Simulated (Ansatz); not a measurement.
# GaSi2P (zincblende [110] superlattice): the gap up the ladder of methods

What gap does each level of theory give for GaSi2P (zincblende [110] superlattice), and in what time?

Main program and level: Ansatz 0.2.0; density functionals, hybrids and G0W0, plane waves, PAW.

Most raw output is cut from this account.

### 1. The structure

The cell holds 12 atoms: 3 Ga, 3 P and 6 Si. Its edges and angles: a = 3.843 Å, b = 5.429 Å, c = 11.551 Å, α = 90.0°, β = 90.0°, γ = 90.0°. It derives from GaP. Regions: GaP, 6 atoms (3 Ga and 3 P); Si, 6 atoms (6 Si). The structure's axis is c.

The structure was relaxed with PBEsol. The runs that relaxed it are not among those shown.

The logs state that the PAW files were generated under PBE.

### 2. PBEsol on the 6×4×2 mesh

Levels along a band path and on the mesh show where this functional puts the band edges.

This step: DFT, PBEsol, plane waves, PAW; PAW set soft_1.

input.yaml reads:

```yaml
crystal:
  lattice:
    - [3.843404156, 0.0, 0.0]
    - [0.0, 5.4290093868, -5.64569e-05]
    - [0.0, -0.0001197637, 11.5507987848]
  atoms:
    - { symbol: Ga, position: [0.0, 0.0084371012, 0.0803806764] }
    - { symbol: P, position: [0.5, 0.2643226924, 0.0840269086] }
    - { symbol: Ga, position: [0.5, 0.5239220141, 0.2507303519] }
    - { symbol: P, position: [0.0, 0.7735290135, 0.2507058409] }
    - { symbol: Ga, position: [0.0, 0.0084593226, 0.4210271962] }
    - { symbol: P, position: [0.5, 0.26432075, 0.41742573] }
    - { symbol: Si, position: [0.5, 0.4884272085, 0.5851695215] }
    - { symbol: Si, position: [0.0, 0.7368720631, 0.5835029202] }
    - { symbol: Si, position: [0.0, -0.0219224777, 0.7507067365] }
    - { symbol: Si, position: [0.5, 0.2283423147, 0.7507281947] }
    - { symbol: Si, position: [0.5, 0.4884205659, 0.9162917447] }
    - { symbol: Si, position: [0.0, 0.7368694318, 0.9179016077] }
kpoints:
  mp_grid: { grid: [6, 4, 2] }
  band_path:
    path:
      - [0.0, 0.0, 0.0]
      - [-0.5, 0.0, 0.0]
      - [-0.5, 0.0, 0.5]
      - [0.0, 0.0, 0.5]
      - [0.0, 0.0, 0.0]
      - [0.0, -0.5, 0.5]
      - [-0.5, -0.5, 0.5]
      - [-0.5, 0.0, 0.0]
      - [-0.5, -0.5, 0.0]
      - [0.0, -0.5, 0.0]
      - [0.0, 0.0, 0.0]
    npoints: 10
hamiltonian:
  xc: pbesol
  pseudopotentials: { kind: paw, azcp: { folder: soft_1 }, xc_functional: pbe }
scf:
  occupations: { method: fermi_dirac, width: 0.02 }
  n_extra_bands: 8
output:
  eigenvalues: true
  forces: true
  stress: true
  write_density: true
  write_potential: true
  elf: true
  volumetric_format: npy
```

Started as:

```console
$ ansatz run input.yaml --threads 4 --pin off --max-ram 17510MiB --backend cpu --events-out ev --progress --plain --runs-dir out
```

Wall time 21 s (4 threads of Arm Neoverse V2, shared host); peak memory 1 GiB; 83 s of CPU time.

Numbers from this step:

| Quantity | Value |
| --- | --- |
| pressure | -0.004483 GPa |
| filled bands | 39 |
| gap | 0.7049 eV |
| valence top at | Γ |
| conduction bottom at | k = (0.000, -0.150, 0.000) |
| least direct gap | 0.7510 eV |

Over mesh and path the gap is 0.705 eV, from k = Γ to k = (0.000, -0.150, 0.000). The least direct gap found is 0.751 eV, at k = Γ. On the 6×4×2 mesh alone the same run gives 0.751 eV, so that mesh misses an edge of PBEsol: 0.751 − 0.705 = +0.046 eV.

### 3. PBEsol+SOC on the 6×4×2 mesh

This run has two-component orbitals with spin-orbit coupling.

This step: DFT, PBEsol with spin-orbit coupling, plane waves, PAW; PAW set soft_1.

Edit input.yaml of step 2 so:

```diff
@@ -26,16 +26,17 @@
       - [0.0, 0.0, 0.5]
-      - [0.0, 0.0, 0.0]
       - [0.0, -0.5, 0.5]
       - [-0.5, -0.5, 0.5]
-      - [-0.5, 0.0, 0.0]
       - [-0.5, -0.5, 0.0]
       - [0.0, -0.5, 0.0]
-      - [0.0, 0.0, 0.0]
-    npoints: 10
+      - [0.0, -0.15, 0.0]
+    npoints: 1
 hamiltonian:
   xc: pbesol
-  pseudopotentials: { kind: paw, azcp: { folder: soft_1 }, xc_functional: pbe }
+  pseudopotentials: { kind: paw_fr, azcp: { folder: soft_1 }, xc_functional: pbe }
 scf:
   occupations: { method: fermi_dirac, width: 0.02 }
-  n_extra_bands: 8
+  n_extra_bands: 16
+magnetization:
+  noncollinear: true
+  spin_orbit: true
 output:
```

Run time: 88 s. Hardware: 4 threads; peak memory 2.5 GiB; 5.7 min of CPU time.

Numbers from this step:

* pressure: -0.01304 GPa
* gap: 0.6876 eV
* valence top at: Γ
* conduction bottom at: k = (0.000, -0.150, 0.000)
* least direct gap: 0.7337 eV

Over mesh and listed points the gap is 0.688 eV, from k = Γ to k = (0.000, -0.150, 0.000). The least direct gap found is 0.734 eV, at k = Γ. On the 6×4×2 mesh alone the same run gives 0.734 eV, so that mesh misses an edge of PBEsol+SOC: 0.734 − 0.688 = +0.046 eV. PBEsol+SOC against PBEsol: 0.688 − 0.705 = −0.017 eV, with the same mesh, set of files (read in its fully relativistic form for the spin-orbit run) and cutoff, and both edges at the same k points. The spin-orbit run sees mesh and listed points alone, so its gap is an upper bound: the coupling can move an edge off these points, the more so as this crystal has no centre of inversion, and the change over the zone, its sign included where it is small, is not known.

### 4. HSE06 on the 4×4×2 mesh

HSE06 mixes in a quarter of exact exchange at short range.

This step: DFT, HSE06, plane waves, PAW; PAW set soft_1.

Edit input.yaml of step 3 so:

```diff
@@ -19,3 +19,3 @@
 kpoints:
-  mp_grid: { grid: [6, 4, 2] }
+  mp_grid: { grid: [4, 4, 2] }
   band_path:
@@ -33,17 +33,8 @@
 hamiltonian:
-  xc: pbesol
-  pseudopotentials: { kind: paw_fr, azcp: { folder: soft_1 }, xc_functional: pbe }
+  xc: hse06
+  pseudopotentials: { kind: paw, azcp: { folder: soft_1 } }
 scf:
-  occupations: { method: fermi_dirac, width: 0.02 }
-  n_extra_bands: 16
-magnetization:
-  noncollinear: true
-  spin_orbit: true
+  occupations: { method: fixed }
+  n_extra_bands: 8
 output:
   eigenvalues: true
-  forces: true
-  stress: true
-  write_density: true
-  write_potential: true
-  elf: true
-  volumetric_format: npy
```

Run time: 2.9 min. Hardware: 4 threads; peak memory 5.4 GiB.

Numbers from this step:

```
gap                     : 1.399 eV
valence top at          : Γ
conduction bottom at    : k = (0.000, -0.150, 0.000)
least direct gap        : 1.449 eV
exact-exchange fraction : 0.25
```

Over mesh and listed points the gap is 1.399 eV, from k = Γ to k = (0.000, -0.150, 0.000). The least direct gap found is 1.449 eV, at k = Γ. On the 4×4×2 mesh alone the same run gives 1.437 eV, so that mesh misses an edge of HSE06: 1.437 − 1.399 = +0.038 eV. HSE06 against PBEsol: 1.399 − 0.705 = +0.694 eV. The runs also differ in mesh (6×4×2 and 4×4×2), so how much of this comes from the functional alone is not known.

### 5. G0W0@PBEsol, 4×4×2 mesh, 467 empty bands, screening to 90 eV, PAW set soft_1 files

G0W0 replaces the xc potential by a self-energy built once from the orbitals of the start. Levels are corrected in the window of bands that the input names, at points of the mesh.

This step: G0W0 on PBEsol, plane waves, PAW; PAW set soft_1.

Edit input.yaml of step 4 so:

```diff
@@ -20,21 +20,12 @@
   mp_grid: { grid: [4, 4, 2] }
-  band_path:
-    path:
-      - [0.0, 0.0, 0.0]
-      - [-0.5, 0.0, 0.0]
-      - [-0.5, 0.0, 0.5]
-      - [0.0, 0.0, 0.5]
-      - [0.0, -0.5, 0.5]
-      - [-0.5, -0.5, 0.5]
-      - [-0.5, -0.5, 0.0]
-      - [0.0, -0.5, 0.0]
-      - [0.0, -0.15, 0.0]
-    npoints: 1
 hamiltonian:
-  xc: hse06
-  pseudopotentials: { kind: paw, azcp: { folder: soft_1 } }
+  xc: pbesol
+  pseudopotentials: { kind: paw, azcp: { folder: soft_1 }, xc_functional: pbe }
 scf:
   occupations: { method: fixed }
-  n_extra_bands: 8
-output:
-  eigenvalues: true
+gw:
+  n_empty_bands: 467
+  ecut_chi: 90.0
+  qp_bands: [v4, c4]
+  qp_kpoints: band_edges
+  screening: { model: contour_deformation }
```

The job ended after 12 min (4 threads; peak memory 4.3 GiB; 46 min of CPU time).

This step gave:

- bands summed: 506
- RPA ε∞ on this mesh (eigenvalues): 12.76, 13.85, 15.80
- plane waves in the screening matrix: 457
- G0W0 gap over the corrected points: 1.229 eV
- k of the valence top: 0, 0, 0
- k of the conduction bottom: -0.5, 0, -0.5
- starting gap on the mesh: 0.7480 eV
- Z at the valence top: 0.7649
- Z at the conduction bottom: 0.7819
- least direct G0W0 gap over the corrected points: 1.254 eV

Over 10 of 18 irreducible mesh points the G0W0 gap is 1.229 eV, from k = Γ to k = (-0.500, 0.000, -0.500). The PBEsol gap of this run on the mesh is 0.748 eV. The two states that bound the G0W0 gap lie that far apart at the start, so the correction of the gap is 1.229 − 0.748 = +0.481 eV.

### 6. Gap and time by level

Each gap is the least one over the points named; times are wall times on shared hosts, not benchmarks. A G0W0 time includes the run's own self-consistent start. Runs with listed points see these and the mesh alone, so an edge that moves elsewhere is missed. Rows marked * are further runs, not shown as steps, whose inputs differ from the G0W0 step on the same start in the columns given; solver thresholds can differ too.

| level | mesh | files, cutoff | bands summed, screening | points | gap (eV) | valence top | conduction bottom | least direct gap (eV) | time |
| --- | --- | --- | --- | --- | --- | --- | --- | --- | --- |
| PBEsol | 6×4×2 | soft_1 PAW, 420 eV | - | mesh and path | 0.705 | Γ | (0.000, -0.150, 0.000) | 0.751 | 21 s |
| PBEsol+SOC | 6×4×2 | soft_1 PAW, 420 eV | - | mesh and listed points | 0.688 | Γ | (0.000, -0.150, 0.000) | 0.734 | 88 s |
| HSE06 | 4×4×2 | soft_1 PAW, 420 eV | - | mesh and listed points | 1.399 | Γ | (0.000, -0.150, 0.000) | 1.449 | 2.9 min |
| G0W0@PBEsol* | 4×4×2 | soft_1 PAW, 420 eV | 157, 36 eV | 10 of 18 irreducible mesh points | 0.995 | Γ | (-0.500, 0.000, -0.500) | 1.032 | 90 s |
| G0W0@PBEsol | 4×4×2 | soft_1 PAW, 420 eV | 506, 90 eV | 10 of 18 irreducible mesh points | 1.229 | Γ | (-0.500, 0.000, -0.500) | 1.254 | 12 min |

### 7. Results

```
PBEsol, over mesh and path                                            : 0.705 eV
PBEsol+SOC, over mesh and listed points                               : 0.688 eV
HSE06, over mesh and listed points                                    : 1.399 eV
G0W0@PBEsol (506 bands, 4×4×2), over 10 of 18 irreducible mesh points : 1.229 eV
known limits                                                          : finite bands, screening cutoff and k mesh; no spin-orbit coupling in G0W0; d shells not analysed; screening cutoff under 40 eV in some runs
```

**Reading.** The rows run from 0.688 eV (PBEsol+SOC) to 1.399 eV (HSE06). They differ in mesh, bands and screening cutoff of G0W0 and the points over which the gap was sought as well as in level, so only pairs that share these are like for like. PBEsol+SOC against PBEsol: 0.688 − 0.705 = −0.017 eV, with the same mesh, set of files (read in its fully relativistic form for the spin-orbit run) and cutoff, and both edges at the same k points. The spin-orbit run sees mesh and listed points alone, so its gap is an upper bound: the coupling can move an edge off these points, the more so as this crystal has no centre of inversion, and the change over the zone, its sign included where it is small, is not known. G0W0@PBEsol (506 bands, 4×4×2) moves the gap of its own start on the mesh by 1.229 − 0.748 = +0.481 eV, between the same two levels. Over mesh and path, PBEsol puts the conduction bottom at k = (0.000, -0.150, 0.000), where no G0W0 correction was computed. The G0W0 gap over the whole zone is therefore not known from this run; at its settings it can only be equal to or under the 1.229 eV found, and no correction is carried over from another point. For the start itself the gap is 0.705 eV over mesh and path and 0.748 eV on the mesh of the G0W0 run, in runs that differ in mesh (6×4×2 and 4×4×2). What spin-orbit coupling does to the G0W0 levels was not computed, so no sum with the G0W0 gap is formed. For G0W0@PBEsol: from 157 bands and 36 eV to 506 bands and 90 eV the gap moves by 1.229 − 0.995 = +0.234 eV; bands and screening cutoff rise together, so their parts are not told apart. Two runs can't test a law of convergence, so the limit is not known. The G0W0 runs are scalar-relativistic. One-shot GW is known to converge slowly in bands for compounds with shallow d shells. The cell holds Ga; the filling of the d shell and its place against the gap were not analysed here. No pair of G0W0 runs that differ in the mesh alone is shown (4×4×2 is a supercell whose nearest images lie 15 Å apart), so the error from the mesh is not known here. G0W0 is shown with one set of atomic data (soft_1 PAW), so the error from the files is not known here. A screening cutoff under 40 eV is crude: G0W0@PBEsol with 157 bands at 36 eV.

[Paths, hosts, dates, memory and timing lines, banners, echoed tables and standing remarks are left out of the program output.]

[Logs are printed without paths, hosts, clocks, repeated set-up lines and the standing remarks that a program may print on its own settings, such as how far it seeks lower states.]

[Runs of the session that timed out or met a known fault of the program may be left out.]

[Cells called generated may have been cut or substituted from an entry of the Crystallography Open Database or the Materials Project.]

[Hosts, paths, dates, database ids (printed as entryN), source tags and the programs' standing remarks are cut or masked in the printed files.]

[Where an RPA ε∞ is given, it is that of the G0W0 mesh and is not shown converged in it. Names of k-points follow the symmetry that the program found, which can be lower than the space group named. Band edges on a path are those of the sampled points; other points can move an edge, and change direct to indirect where valleys lie close.]

[Hybrid gaps are those of their k-mesh and are not shown converged in it.]
